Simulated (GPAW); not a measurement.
The Se K edge of atom 1 in CuSe2 (Pnnm), with 1 Se at 2.33 Å and 3 Cu at 2.56 Å (distorted tetrahedral, site symmetry m), was computed in 2 ways: excited-electron core hole (neutral cell) and no core hole. Program and functional: GPAW, LDA, Gaussian full width 2.33 eV up to 4 eV, rising linearly to 3.5 eV at 25 eV; cells of 6 and 24 atoms (the run without a hole in the smaller).

Each run is counted from its own lowest empty level or Fermi level and scaled to a mean of 1 over its first 20 eV.

| E (eV) | run 1 | run 2 |
| --- | --- | --- |
| -2.00 | 0.05 | 0.06 |
| -1.25 | 0.21 | 0.28 |
| -0.50 | 0.57 | 0.84 |
| 0.25 | 1.09 | 1.50 |
| 1.00 | 1.58 | 1.68 |
| 1.75 | 1.76 | 1.22 |
| 2.50 | 1.45 | 0.74 |
| 3.25 | 0.98 | 0.62 |
| 4.00 | 0.77 | 0.73 |
| 4.75 | 0.75 | 0.82 |
| 5.50 | 0.77 | 0.86 |
| 6.25 | 0.83 | 0.98 |
| 7.00 | 0.94 | 1.16 |
| 7.75 | 1.05 | 1.31 |
| 8.50 | 1.14 | 1.38 |
| 9.25 | 1.22 | 1.38 |
| 10.00 | 1.29 | 1.34 |
| 10.75 | 1.29 | 1.25 |
| 11.50 | 1.22 | 1.13 |
| 12.25 | 1.10 | 1.02 |
| 13.00 | 0.99 | 0.92 |
| 13.75 | 0.88 | 0.84 |
| 14.50 | 0.79 | 0.77 |
| 15.25 | 0.72 | 0.73 |
| 16.00 | 0.69 | 0.72 |
| 16.75 | 0.69 | 0.75 |
| 17.50 | 0.71 | 0.78 |
| 18.25 | 0.73 | 0.81 |
| 19.00 | 0.74 | 0.81 |
| 19.75 | 0.75 | 0.81 |
| 20.50 | 0.74 | 0.83 |
| 21.25 | 0.73 | 0.86 |
| 22.00 | 0.73 | 0.89 |
| 22.75 | 0.74 | 0.91 |
| 23.50 | 0.76 | 0.91 |
| 24.25 | 0.79 | 0.90 |
| 25.00 | 0.82 | 0.91 |
| 25.75 | 0.84 | 0.92 |
| 26.50 | 0.85 | 0.93 |
| 27.25 | 0.83 | 0.93 |
| 28.00 | 0.79 | 0.91 |
| 28.75 | 0.75 | 0.90 |
| 29.50 | 0.71 | 0.90 |
| 30.25 | 0.72 | 0.92 |
| 31.00 | 0.76 | 0.94 |
| 31.75 | 0.81 | 0.96 |

Which run is which?

Run 1: no core hole (area from −2 to 6 eV 7.6, main maxima 1.6 eV (1.77), 10.4 eV (1.30) and 26.4 eV (0.85)). Run 2: excited-electron core hole (neutral cell) (area from −2 to 6 eV 7.1, main maxima 0.8 eV (1.71) and 9.0 eV (1.38)). With each curve scaled to its own mean, the area from −2 to 6 eV with the hole is 7.1 against 7.6, and the centre of weight from −1 to 20 eV moves by +0.2 eV (first and strongest maxima below 20 eV: 1.6 eV (1.77) and 10.4 eV (1.30) without the hole, 0.8 eV (1.71) and 9.0 eV (1.38) with it); the shape changes all the same, by 21 % r.m.s.

[Hosts, paths, dates, database ids (printed as entryN), source tags and the programs' standing remarks are cut or masked in the printed files.]

[Lists of maxima count a maximum above −3 eV only where it reaches 4 % of the highest in the window and stands out from its surroundings by 2 % of it (1.5 % where it reaches 55 %); shoulders and weaker maxima are passed over, and of the rest the first, up to two pre-edge ones and the few strongest are named.]
